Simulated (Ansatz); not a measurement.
# 1T-CrSTe bilayer (AA) in a perpendicular field, part 2 of 3

Wanted: the out-of-plane response of the 1T-CrSTe bilayer (AA). A positive field points along +c.

Ansatz 0.2.0; plane-wave DFT, PBE-D3(BJ), Ansatz PAW.

So far. Step 2 (Relaxation): The lattice constant a goes from 3.365 to 3.449 Å.

In doubt: warnings of the run leave room for a lower electronic state, so energies may not be the lowest and differences between runs may mislead.

**3. Single point, field 0**

A sawtooth potential applies the field, turning back in the middle of the vacuum. With the dipole correction the typed value is the field outside the slab. The induced dipole is small, so the SCF threshold is tight.

The cell differs from the one that the last finished run ended in (c 49.597 → 27.132 Å).

input.yaml reads:

```yaml
crystal:
  lattice:
    - [3.4490874277, 0.0, 0.0]
    - [-1.7245437138, 2.9869973322, 0.0]
    - [0.0, 0.0, 27.1323440153]
  atoms:
    - { symbol: Te, position: [0.6666666667, 0.3333333333, 0.3317074262], spin: -0.11 }
    - { symbol: Cr, position: [0.0, 0.0, 0.4022721034], spin: 2.31 }
    - { symbol: S, position: [0.3333333333, 0.6666666667, 0.4444687007], spin: -0.08 }
    - { symbol: Te, position: [0.6666666667, 0.3333333333, 0.5557781341], spin: 0.12 }
    - { symbol: Cr, position: [0.0, 0.0, 0.6260361997], spin: -2.29 }
    - { symbol: S, position: [0.3333333333, 0.6666666667, 0.6682925738], spin: 0.08 }
magnetization:
  spin_polarized: true
kpoints:
  mp_grid: { grid: [18, 18, 1] }
  band_path:
    path: [[0, 0, 0], [0.5, 0, 0], [0.33333333, 0.33333333, 0], [0, 0, 0]]
    npoints: 16
hamiltonian:
  xc: pbe
  dispersion: d3bj
scf:
  occupations: { method: fermi_dirac, width: 0.05 }
  convergence: { dr2_threshold: 1.0e-10 }
efield:
  axis: 3
  dipole_correction: true
  ramp_position: 0.97
  ramp_width: 0.06
  amplitude: 0
output:
  dos: { projected: true, e_range: [-6, 5] }
  bader: true
  write_potential: true
  write_density: true
  volumetric_format: npy
  elf: true
```

Run with:

```
$ ansatz run input.yaml --threads 4 --pin off --max-ram 6144MiB --backend cpu --events-out ev --progress --plain --runs-dir out
```

Numbers of over 12 decimals in the logs are rounded to 6 here.

The program printed:

```text
[...]
Crystal: 6 atoms, lattice volume = 279.529 Å³
Basis set: ecut = 420 eV, 5431 PW (Γ)
Bands: 47, of which v1, the nominal top of the filled ones, is band 36 counted from 1 (35 counted from 0)
Symmetry: 6 space group operations
k-points: 37 of 324 (time reversal used)
[...]
Starting moments: Σ|m| = 4.99 μB on 6 of 6 sites
[...]
SCF iter   1: F=—  HF=-22524.608008 eV  |F-HF|=—  |Δ(HF+E_count)|=         —  Δρ=2.89e-2 (↑2.86e-2 ↓2.89e-2)  dr2=9.32e0  dr2_m=1.15e-1  M=0.041 μB ∫|m|=4.666 μB  β_m=0.43  ethr=3.10e-3  p=-0.000 e·Å  D=-1.10e-6 V/Å  ΔV_dip=0.00 eV  dr2_dipole=1.13e-2  V_vac-E_F(+/−)=4.94/4.94 eV  ⟨swp⟩=10.6  Hψ=16971  notcnv=0  defer=21
[...]
efield: sawtooth ramp at fractional position 0.9700 (set: `efield.ramp_position`, or a place that a band, a saddle search or an elastic batch's reference lends), width 0.0600; the density the first Hamiltonian is built on has a dipole p = -0.000 e·Å; the dipole correction subtracts the counter field D = -1.10e-6 V/Å, which shifts the + side's vacuum level by +0.00 eV against the − side's; the planar-averaged density in the ramp window peaks in size at 2.8e-6 e/Å³
[...]
SCF iter   2: F=—  HF=-22523.761360 eV  |F-HF|=—  |Δ(HF+E_count)|=   8.47e-1  Δρ=1.71e-2 (↑1.71e-2 ↓1.71e-2)  dr2=2.57e0  dr2_m=2.46e-1  M=0.021 μB ∫|m|=5.275 μB  β_m=0.43  ethr=3.10e-3  p=-0.006 e·Å  D=-4.09e-3 V/Å  ΔV_dip=0.11 eV  dr2_dipole=2.47e-2  V_vac-E_F(+/−)=4.90/4.78 eV  ⟨swp⟩=2.9  Hψ=6673  notcnv=0  defer=218
density mixer auto → msr1: a metal under ldos (density of states about μ 1.16 of a free-electron gas's, 48 screened modes)
SCF iter   3: F=—  HF=-22524.244806 eV  |F-HF|=—  |Δ(HF+E_count)|=   4.83e-1  Δρ=1.04e-2 (↑1.03e-2 ↓1.04e-2)  dr2=2.01e-1  dr2_m=2.41e-1  M=0.016 μB ∫|m|=5.762 μB  β_m=0.71  ethr=3.10e-3  p=-0.018 e·Å  D=-1.18e-2 V/Å  ΔV_dip=0.32 eV  dr2_dipole=3.07e-2  V_vac-E_F(+/−)=5.11/4.79 eV  ⟨swp⟩=2.7  Hψ=6038  notcnv=0  defer=222
[...]
SCF iter  14: F=-22524.378679 eV  HF=-22524.378679 eV  |F-HF|=5.46e-11  |Δ(HF+E_count)|=  6.55e-11  Δρ=3.47e-8 (↑3.47e-8 ↓2.03e-8)  dr2=1.10e-11  dr2_m=9.01e-13  M=0.065 μB ∫|m|=5.972 μB  ethr=1.00e-12  p=-0.049 e·Å  D=-3.17e-2 V/Å  ΔV_dip=0.86 eV  dr2_dipole=3.38e-12  V_vac-E_F(+/−)=5.58/4.72 eV  ⟨swp⟩=12.9  Hψ=13190  notcnv=0
[...]
SCF 1 converged in 14 iterations: F = -22524.378679 eV  dr2 = 1.10e-11
[...]
WARN: an SCF from ferrimagnetic starting moments (-0.11, -2.56, -0.08, 0.12, -2.53, 0.08 Bohr magnetons, atom by atom) was not made, by what the run has read of turns of its moments that order reads lower: the deck asks for what bars it, or types moments that do (magnetization.spin_polarized, in the input reference, names some of the keys), or the run goes by scf.lower_state_search: light, the default, which as a rule tries one only behind a close that has lost an order of both signs, or on which an open d or half-filled 4f shell of a PAW file has lost a moment that was set nearer to Hund's than to what is left; [rest of the remark cut]
[...]
NSCF: frozen V_eff on 49 k-points
efield: sawtooth ramp at fractional position 0.9700 (kept from the solve that this one continues, or follows in the run), width 0.0600; the density the first Hamiltonian is built on has a dipole p = -0.049 e·Å; the dipole correction subtracts the counter field D = -3.17e-2 V/Å, which shifts the + side's vacuum level by +0.86 eV against the − side's; the planar-averaged density in the ramp window peaks in size at 2.3e-6 e/Å³
SCF converged after 14 iterations
Magnetization: 0.0650 μB (36.0325 up, 35.9675 down)
Absolute magnetization: 5.9735 μB (∫|ρ↑−ρ↓|, with the PAW one-centre terms)
[...]
Per-site moments (μB) at R_I (Å): [(-0.105835, 1.139504), (2.325949, 0.947510), (-0.074060, 0.947510), (0.112129, 1.137128), (-2.294034, 0.947844), (0.074174, 0.947844)]
Free energy (F): -22524.378679 eV
[...]
Internal energy: -22524.353634 eV  (E = F + TS)
E sigma→0 (E₀):  -22524.366156 eV
Entropy (-TS):   -0.025044 eV (-4.174 meV/atom)
Fermi energy:    1.782378 eV
Dipole field:    D = -0.031660 V/Å  (p = -0.048908 e·Å, saw-weighted, corrected)
Work function:   Φ+ = 5.5809 eV   Φ− = 4.7219 eV
Levels:          The Fermi level and band energies are counted from a zero that moves with the ramp; work functions are not
[...]
--- Band table (eV; the first three rows and the last of 74) ---
  k-point 0 ↑: bands = [... 32 lower, 2.0987, 2.8046, 2.8046, 3.0878, 3.0878, 3.4344, 3.4344, 3.7116, ... 7 higher]
  k-point 1 ↑: bands = [... 32 lower, 1.9932, 2.5689, 2.6635, 3.0246, 3.0702, 3.2471, 3.5403, 3.8772, ... 7 higher]
  k-point 2 ↑: bands = [... 32 lower, 1.6657, 1.9057, 2.3938, 2.8404, 2.9914, 3.1179, 3.7151, 3.9641, ... 7 higher]
  k-point 36 ↓: bands = [... 32 lower, -0.4383, -0.3122, 0.9158, 1.1718, 1.4359, 2.8319, 3.2802, 3.3641, ... 7 higher]
--- Bader charges: 6 sites ---
  site symbol  charge [e]  shift [e]    m [muB]
     0     Te     -0.3485     0.0007    -0.1363
     1     Cr      1.0778     0.0005     2.5893
     2      S     -0.7913     0.0013     0.0019
     3     Te     -0.2788     0.0007     0.1543
     4     Cr      1.0825     0.0006    -2.5519
     5      S     -0.7418     0.0013     0.0079
  estimated error of the sums over rays = 5.2e-4 e
```

Run time: 78 s. Hardware: 4 threads of Intel Xeon Platinum 8259CL at 2.50GHz (Skylake/Cascade Lake), shared host; peak memory 1.4 GiB.

The column dr2 measures how far the density is from self-consistency, as an energy; F and HF (Harris–Foulkes) agree once it is small.

This step gave:

| Quantity | Value |
| --- | --- |
| energy at zero smearing | -22524.3662 eV |
| total moment | 0.06496 μB |
| site moments | -0.1058, 2.326, -0.07406, 0.1121, -2.294, 0.07417 μB |
| work function, upper face | 5.581 eV |
| work function, lower face | 4.722 eV |
| dipole along the normal | -0.04891 e·Å |
| step between the vacuum levels | 0.8590 eV |

Running mean over a fixed 2.7 Å (it still follows the layers) of the planar mean; the ramp of the sawtooth is left out. The electron's electrostatic potential energy less the Fermi level by z:

z (Å), electron's electrostatic potential energy less the Fermi level (eV) and a bar from the least value:
```
        4       4.72 ############################
        5       4.72 ############################
        6       4.63 ############################
        7       3.32 #########################
        8       0.93 ###################
        9      -1.99 ############
       10      -4.62 #####
       11      -6.83 
       12      -5.02 ####
       13      -1.04 ##############
       14       0.56 ##################
       15      -1.77 ############
       16      -4.44 ######
       17      -6.73 
       18      -5.09 ####
       19       0.11 #################
       20       4.57 ############################
       21       5.54 ##############################
       22       5.58 ##############################
       23       5.58 ##############################
       24       5.58 ##############################
```

The density of states has structure finer than the step of the table below, so its rows give means over 0.25 eV, whole bins alone (the curve runs from -6 to 1.99 eV). Peaks (eV: height): total -3.350: 11.7, -2.750: 14.9, -2.220: 11.3, -1.450: 11.4, -0.650: 11.9, 1.750: 10.8, 1.910: 18.0; up -4.370: 6.75, -3.350: 8.68, -2.750: 6.19, -1.450: 8.45, -0.980: 5.71, -0.710: 5.96, 1.910: 13.5; down -3.240: 7.50, -2.750: 8.76, -2.220: 7.76, -0.650: 8.51, 1.580: 6.56, 1.750: 8.07, 1.970: 6.66.

The density of states by energy, zero at the Fermi level; means over each step; values in states/eV a cell:

| energy (eV) | total | up | down |
| --- | --- | --- | --- |
| -5.75 | 0.690 | 0.430 | 0.260 |
| -5.50 | 1.90 | 1.02 | 0.878 |
| -5.25 | 2.82 | 1.49 | 1.33 |
| -5.00 | 4.24 | 2.04 | 2.20 |
| -4.75 | 5.52 | 2.49 | 3.04 |
| -4.50 | 5.77 | 3.03 | 2.74 |
| -4.25 | 4.66 | 1.91 | 2.75 |
| -4.00 | 2.61 | 1.35 | 1.26 |
| -3.75 | 4.85 | 2.97 | 1.87 |
| -3.50 | 6.62 | 4.08 | 2.54 |
| -3.25 | 7.68 | 2.22 | 5.46 |
| -3.00 | 5.77 | 2.39 | 3.38 |
| -2.75 | 6.67 | 3.84 | 2.83 |
| -2.50 | 3.31 | 2.34 | 0.965 |
| -2.25 | 5.34 | 2.41 | 2.94 |
| -2.00 | 6.86 | 3.32 | 3.54 |
| -1.75 | 5.30 | 2.61 | 2.70 |
| -1.50 | 6.58 | 3.71 | 2.87 |
| -1.25 | 3.40 | 1.44 | 1.96 |
| -1.00 | 5.31 | 2.91 | 2.39 |
| -0.75 | 5.15 | 2.56 | 2.59 |
| -0.50 | 5.09 | 2.45 | 2.63 |
| -0.25 | 4.72 | 2.23 | 2.50 |
| 0.00 | 2.91 | 1.30 | 1.61 |
| 0.25 | 1.91 | 0.937 | 0.971 |
| 0.50 | 1.48 | 0.710 | 0.775 |
| 0.75 | 1.63 | 0.655 | 0.970 |
| 1.00 | 6.45 | 3.17 | 3.28 |
| 1.25 | 4.51 | 2.18 | 2.33 |
| 1.50 | 4.66 | 2.55 | 2.11 |
| 1.75 | 7.82 | 3.29 | 4.53 |

Projected DOS per atom over height of the atomic layer and energy from the Fermi level. Layers: Te Cr S Te Cr S from below.

Values in states/eV, 22 rows by 6 columns, each cell a mean:
```
0.88 3.51 0.53 0.79 3.17 0.47
0.38 1.57 0.42 0.37 1.54 0.43
0.44 1.93 0.42 0.33 1.70 0.42
0.24 0.54 0.18 0.26 0.36 0.17
0.30 0.34 0.14 0.34 0.37 0.15
0.46 0.59 0.24 0.54 0.79 0.31
0.67 1.26 0.34 0.65 1.36 0.36
0.61 1.75 0.28 0.63 1.73 0.35
0.46 1.33 0.27 0.52 1.07 0.27
0.75 1.46 0.38 1.17 1.49 0.53
1.40 1.04 0.53 1.33 1.03 0.51
1.74 0.99 0.55 1.15 0.78 0.51
0.79 0.54 0.46 0.48 0.73 1.17
0.52 0.81 1.62 0.72 0.86 1.42
0.59 1.23 1.69 0.47 1.54 1.84
0.63 0.94 1.47 0.57 0.67 1.26
0.44 0.31 0.56 0.50 0.49 0.89
1.11 0.57 1.18 0.89 0.52 1.35
0.93 0.47 1.35 0.93 0.51 1.03
0.39 0.45 1.09 0.69 0.33 0.51
0.34 0.27 0.52 0.46 0.20 0.24
0.09 0.08 0.11 0.07 0.04 0.04
```
Columns: height of the atomic layer (Å) from 9 to 18.1 (not evenly spaced); rows upwards: energy from the Fermi level (eV) from -5.96 to 1.96.

Projected DOS per atom, spin up over height of the atomic layer and energy from the Fermi level. Layers: Te Cr S Te Cr S from below.

Values in states/eV, 22 rows by 6 columns, each cell a mean:
```
0.43 0.70 0.37 0.46 2.54 0.14
0.24 0.68 0.37 0.15 1.01 0.08
0.25 0.43 0.31 0.13 1.32 0.13
0.20 0.18 0.14 0.04 0.20 0.03
0.23 0.20 0.13 0.08 0.14 0.02
0.32 0.44 0.21 0.15 0.16 0.03
0.41 1.08 0.29 0.28 0.18 0.05
0.23 1.57 0.22 0.40 0.15 0.07
0.17 1.20 0.21 0.35 0.13 0.07
0.23 1.27 0.12 0.74 0.20 0.38
0.53 0.81 0.19 0.75 0.25 0.31
0.92 0.73 0.25 0.41 0.14 0.24
0.56 0.38 0.21 0.28 0.56 1.06
0.18 0.19 0.14 0.50 0.55 1.22
0.26 0.95 0.95 0.10 0.14 0.42
0.38 0.76 0.93 0.34 0.20 0.63
0.18 0.22 0.30 0.27 0.17 0.45
0.45 0.32 0.48 0.49 0.22 0.85
0.54 0.28 0.61 0.41 0.15 0.39
0.17 0.32 0.67 0.35 0.09 0.15
0.16 0.19 0.34 0.25 0.06 0.08
0.09 0.08 0.11 0.00 0.00 0.00
```
Columns: height of the atomic layer (Å) from 9 to 18.1 (not evenly spaced); rows upwards: energy from the Fermi level (eV) from -5.96 to 1.96.

Projected DOS per atom, spin down over height of the atomic layer and energy from the Fermi level. Layers: Te Cr S Te Cr S from below.

Ten even steps from '0' (0.00 states/eV) to '9' (2.81 states/eV), each cell a mean:
```
190121
030011
050011
010000
000000
000120
000141
100050
100030
100140
301220
201220
000000
125010
102145
001012
000011
202111
102112
001101
000000
000000
```
Columns: height of the atomic layer (Å) from 9 to 18.1 (not evenly spaced); rows upwards: energy from the Fermi level (eV) from -5.96 to 1.96.

Deep bands are left out, so band numbers here count from the lowest band kept and differ from the log's. The electronic bands at the labelled points (eV, zero at the Fermi level; # counts the bands kept):

| point | up #11 | up #13 | up #14 | up #15 | down #11 | down #13 | down #14 | down #15 |
| --- | --- | --- | --- | --- | --- | --- | --- | --- |
| Γ | 0.32 | 1.02 | 1.31 | 1.31 | 0.08 | 0.99 | 1.42 | 1.42 |
| halfway | -1.45 | -0.05 | -0.01 | 0.67 | -1.36 | -0.05 | 0.05 | 0.73 |
| M | -1.10 | -0.60 | -0.55 | -0.43 | -1.05 | -0.57 | -0.49 | -0.41 |
| halfway | -1.96 | -0.95 | -0.72 | -0.28 | -2.01 | -0.90 | -0.65 | -0.20 |
| K | -2.09 | -0.93 | -0.66 | -0.50 | -2.22 | -0.87 | -0.61 | -0.35 |
| halfway | -1.30 | -0.77 | -0.47 | 0.51 | -1.34 | -0.75 | -0.31 | 0.55 |
| Γ | 0.32 | 1.02 | 1.31 | 1.31 | 0.08 | 0.99 | 1.42 | 1.42 |

Spin density in the ca plane at fractional y = 0.000, with atoms of Cr within 0.2 Å of it.

Ten even steps from '0' (-3.3 e/Å³) to '9' (3.1 e/Å³), each cell a mean:
```
55555555555555555555555688655555555555543124
55555555555555555555555555555555555555544444
55555555555555555555555555555555555555555455
55555555555555555555555555555555555555555555
55555555555555555555555555555555555555555555
55555555555555555555555555555555555555555555
55555555555555555555555555555555555555554445
55555555555555555555555566555555555555544334
55555555555555555555555699755555555555542014
```
Columns run along c (16.0 Å, from fractional 0.07 to 0.66 of the cell), rows up along a (3.4 Å). Atoms in or near the plane, at fractional coordinates: Cr at (0.40, 0.00), Cr at (0.63, 0.00).

Electrostatic potential energy in the ca plane at fractional y = 0.000, with atoms of Cr within 0.2 Å of it. With pseudopotentials it is smooth inside the atoms' cores, unlike the true potential.

Ten even steps from '0' (-37 eV) to '9' (7 eV), each cell a mean:
```
99999999999999999861001689999999998400027999
99999999999999988874224799999999888731258999
99999999999999877888778889999988788887788999
99999999999998756789998888999986568899888899
99999999999998655789998888999976567899987889
99999999999998767888888889999987678888888899
99999999999999888886557899999998888864578999
99999999999999999862002789999999998510037999
99999999999999999850000589999999998400016999
```
Columns run along c (16.0 Å, from fractional 0.13 to 0.72 of the cell; values clipped at the 3rd and 97th percentile), rows up along a (3.4 Å). Atoms in or near the plane, at fractional coordinates: Cr at (0.40, 0.00), Cr at (0.63, 0.00).

ELF in the ca plane at fractional y = 0.000, with atoms of Cr within 0.2 Å of it. It is the smooth field of the valence electrons, not physical close to the nuclei.

Values, 5 rows by 16 columns, each cell a mean:
```
0.00 0.00 0.00 0.00 0.00 0.04 0.18 0.30 0.40 0.53 0.18 0.04 0.16 0.30 0.39 0.54
0.00 0.00 0.00 0.00 0.02 0.24 0.56 0.54 0.28 0.34 0.60 0.16 0.48 0.54 0.29 0.33
0.00 0.00 0.00 0.00 0.04 0.39 0.64 0.51 0.36 0.50 0.73 0.23 0.56 0.51 0.37 0.50
0.00 0.00 0.00 0.00 0.01 0.17 0.47 0.51 0.26 0.30 0.48 0.12 0.41 0.51 0.26 0.30
0.00 0.00 0.00 0.00 0.00 0.02 0.11 0.22 0.48 0.65 0.13 0.03 0.10 0.23 0.47 0.67
```
Columns run along c (16.0 Å, from fractional 0.07 to 0.66 of the cell), rows up along a (3.4 Å). Atoms in or near the plane, at fractional coordinates: Cr at (0.40, 0.00), Cr at (0.63, 0.00).

The work function of the upper face is 5.58 eV.

**4. Single point, field 0.1 V/Å**

Edit input.yaml of step 3 so:

```diff
@@ -30,6 +30,4 @@
   ramp_width: 0.06
-  amplitude: 0
+  amplitude: 0.1
 output:
-  dos: { projected: true, e_range: [-6, 5] }
-  bader: true
   write_potential: true
@@ -37,2 +35 @@
   volumetric_format: npy
-  elf: true
```

The program printed:

```text
[...]
Crystal: 6 atoms, lattice volume = 279.529 Å³
Basis set: ecut = 420 eV, 5431 PW (Γ)
Bands: 47, of which v1, the nominal top of the filled ones, is band 36 counted from 1 (35 counted from 0)
Symmetry: 6 space group operations
k-points: 37 of 324 (time reversal used)
[...]
Starting moments: Σ|m| = 4.99 μB on 6 of 6 sites
[...]
k-point 0 ↑: bands = [... 32 lower, 2.0857, 2.7940, 2.7940, 3.0744, 3.0744, 3.4254, 3.4254, 3.7074, ... 7 higher]
  k-point 1 ↑: bands = [... 32 lower, 1.9801, 2.5589, 2.6532, 3.0112, 3.0567, 3.2379, 3.5310, 3.8727, ... 7 higher]
  k-point 2 ↑: bands = [... 32 lower, 1.6526, 1.8956, 2.3838, 2.8264, 2.9777, 3.1084, 3.7053, 3.9559, ... 7 higher]
  k-point 36 ↓: bands = [... 32 lower, -0.4454, -0.3324, 0.9080, 1.1631, 1.4282, 2.8240, 3.2654, 3.3500, ... 7 higher]
[key lines of the parts left out:]
SCF converged after 13 iterations
Magnetization: 0.0733 μB (36.0367 up, 35.9633 down)
Free energy (F): -22524.377060 eV
Fermi energy:    1.772541 eV
Dipole field:    D = 0.010702 V/Å  (p = 0.016532 e·Å, saw-weighted, corrected)
```

Run time: 59 s. Hardware: 4 threads; peak memory 1.4 GiB; 3.8 min of CPU time.

The dipole is 0.0165 e·Å, 0.0654 e·Å from its value without field.

**5. Single point, field -0.1 V/Å**

Edit input.yaml of step 4 so:

```diff
@@ -30,3 +30,3 @@
   ramp_width: 0.06
-  amplitude: 0.1
+  amplitude: -0.1
 output:
```

The program printed:

```text
[...]
Crystal: 6 atoms, lattice volume = 279.529 Å³
Basis set: ecut = 420 eV, 5431 PW (Γ)
Bands: 47, of which v1, the nominal top of the filled ones, is band 36 counted from 1 (35 counted from 0)
Symmetry: 6 space group operations
k-points: 37 of 324 (time reversal used)
[...]
Starting moments: Σ|m| = 4.99 μB on 6 of 6 sites
[...]
k-point 0 ↑: bands = [... 32 lower, 2.1108, 2.8144, 2.8144, 3.1004, 3.1004, 3.4427, 3.4427, 3.7147, ... 7 higher]
  k-point 1 ↑: bands = [... 32 lower, 2.0056, 2.5782, 2.6730, 3.0372, 3.0830, 3.2557, 3.5488, 3.8807, ... 7 higher]
  k-point 2 ↑: bands = [... 32 lower, 1.6781, 1.9151, 2.4031, 2.8536, 3.0043, 3.1267, 3.7241, 3.9710, ... 7 higher]
  k-point 36 ↓: bands = [... 32 lower, -0.4318, -0.2927, 0.9230, 1.1797, 1.4429, 2.8390, 3.2944, 3.3774, ... 7 higher]
[key lines of the parts left out:]
SCF converged after 14 iterations
Magnetization: 0.0565 μB (36.0283 up, 35.9717 down)
Free energy (F): -22524.386841 eV
Fermi energy:    1.791538 eV
Dipole field:    D = -0.074012 V/Å  (p = -0.114332 e·Å, saw-weighted, corrected)
```

Wall time 62 s (4 threads); peak memory 1.4 GiB; 4 min of CPU time.

The dipole is -0.114 e·Å, -0.0654 e·Å from its value without field.

**6. Single point, field 0.2 V/Å**

Edit input.yaml of step 5 so:

```diff
@@ -30,3 +30,3 @@
   ramp_width: 0.06
-  amplitude: -0.1
+  amplitude: 0.2
 output:
```

The program printed:

```text
[...]
Crystal: 6 atoms, lattice volume = 279.529 Å³
Basis set: ecut = 420 eV, 5431 PW (Γ)
Bands: 47, of which v1, the nominal top of the filled ones, is band 36 counted from 1 (35 counted from 0)
Symmetry: 6 space group operations
k-points: 37 of 324 (time reversal used)
[...]
Starting moments: Σ|m| = 4.99 μB on 6 of 6 sites
[...]
k-point 0 ↑: bands = [... 32 lower, 2.0720, 2.7828, 2.7828, 3.0603, 3.0603, 3.4157, 3.4157, 3.7022, ... 7 higher]
  k-point 1 ↑: bands = [... 32 lower, 1.9662, 2.5482, 2.6423, 2.9970, 3.0424, 3.2279, 3.5210, 3.8672, ... 7 higher]
  k-point 2 ↑: bands = [... 32 lower, 1.6387, 1.8847, 2.3731, 2.8117, 2.9633, 3.0981, 3.6948, 3.9463, ... 7 higher]
  k-point 36 ↓: bands = [... 32 lower, -0.4531, -0.3534, 0.8994, 1.1537, 1.4198, 2.8155, 3.2497, 3.3351, ... 7 higher]
[key lines of the parts left out:]
SCF converged after 13 iterations
Magnetization: 0.0816 μB (36.0408 up, 35.9592 down)
Free energy (F): -22524.381987 eV
Fermi energy:    1.762016 eV
Dipole field:    D = 0.053093 V/Å  (p = 0.082017 e·Å, saw-weighted, corrected)
```

It took 60 s on 4 threads; peak memory 1.4 GiB; 3.9 min of CPU time.

The dipole is 0.0820 e·Å, 0.131 e·Å from its value without field.

(Part 2 of 3 ends here.)

[Logs are printed without paths, hosts, clocks, repeated set-up lines and the standing remarks that a program may print on its own settings, such as how far it seeks lower states.]

[Hosts, paths, dates, database ids (printed as entryN), source tags and the programs' standing remarks are cut or masked in the printed files.]

[Maps of the electrostatic potential energy from Ansatz leave out the sawtooth potential of an applied field or a dipole correction, so their vacuum need not be flat; planar profiles and work functions include it.]
